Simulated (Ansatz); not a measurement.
## CN on Cr(110): change of the work function: cost of one run

Ansatz 0.2.0; plane-wave DFT, PBE, JTH PAW. The cell holds 18 atoms.

Input file input.yaml:

```yaml
crystal:
  lattice:
    - [4.0729350596, -2.88, 0.0]
    - [4.0729350596, 2.88, 0.0]
    - [0.0, 0.0, 26.6244287619]
  atoms:
    - { symbol: Cr, position: [0.0, 0.0, 0.3380354215] }
    - { symbol: Cr, position: [0.25, 0.25, 0.4145241059] }
    - { symbol: Cr, position: [0.0, 0.0, 0.4873578769] }
    - { symbol: Cr, position: [0.2462378411, 0.2462378411, 0.5603176375] }
    - { symbol: Cr, position: [0.0, 0.5, 0.3380354215] }
    - { symbol: Cr, position: [0.25, 0.75, 0.4145241059] }
    - { symbol: Cr, position: [0.0, 0.5, 0.4891717355] }
    - { symbol: Cr, position: [0.2582192134, 0.7417807866, 0.557528367] }
    - { symbol: Cr, position: [0.5, 0.0, 0.3380354215] }
    - { symbol: Cr, position: [0.75, 0.25, 0.4145241059] }
    - { symbol: Cr, position: [0.5, 0.0, 0.4891717355] }
    - { symbol: Cr, position: [0.7417807866, 0.2582192134, 0.557528367] }
    - { symbol: Cr, position: [0.5, 0.5, 0.3380354215] }
    - { symbol: Cr, position: [0.75, 0.75, 0.4145241059] }
    - { symbol: Cr, position: [0.5, 0.5, 0.4873511193] }
    - { symbol: Cr, position: [0.7537621589, 0.7537621589, 0.5603176375] }
    - { symbol: C, position: [0.0, 0.0, 0.6106737185] }
    - { symbol: "N", position: [0.0, 0.0, 0.6557141746] }
kpoints:
  mp_grid: { grid: [7, 7, 1] }
hamiltonian:
  xc: pbe
  pseudopotentials: { kind: paw, source: jth }
scf:
  occupations: { method: fermi_dirac, width: 0.1 }
  convergence: { dr2_threshold: 1.0e-08 }
efield:
  axis: 3
  dipole_correction: true
  ramp_position: 0.97
  ramp_width: 0.06
output:
  write_potential: true
  write_density: true
  volumetric_format: npy
```

On the command line:

```console
ansatz run input.yaml --threads 4 --pin off --max-ram 12288MiB --backend cpu --events-out ev --progress --plain --runs-dir out
```

The cutoff in use is 1320 eV. For reference, a run of the same kind (18 atoms, 16 k-points, 140 bands and 12,229 plane waves; 12 SCF cycles) took 74 s and 2.7 GiB on the same hardware.

What time and memory should one allow on 4 threads of Arm Neoverse V2, shared host?

A cutoff of 1320 eV is a sphere of radius 18.6 Å⁻¹, so a cell of 625 Å³ holds about V·G³/6π² = 68,013 plane waves. At two electrons a band, the 233 electrons need 117 bands, and 23 more are carried. Symmetry cuts the 7×7×1 mesh from 49 to 16 points. The run has 16 k-points, 140 bands and 68,017 plane waves. Taking the work of a cycle as k-points × spins × bands × plane waves, that is 5.6 times the reference, or 6.8 min at the reference's 12 cycles. The run needed 20 SCF cycles, which makes it about 11 min. One copy of the wavefunctions takes 2.3 GiB at 16 bytes a coefficient, against 0.41 GiB in the reference; grids, projectors and work arrays come on top. Measured: about 10 min, with a peak of 9.5 GiB. The estimate holds within 25 %.

[Logs are printed without paths, hosts, clocks, repeated set-up lines and the standing remarks that a program may print on its own settings, such as how far it seeks lower states.]

[Hosts, paths, dates, database ids (printed as entryN), source tags and the programs' standing remarks are cut or masked in the printed files.]

[Maps of the electrostatic potential energy from Ansatz leave out the sawtooth potential of an applied field or a dipole correction, so their vacuum need not be flat; planar profiles and work functions include it.]
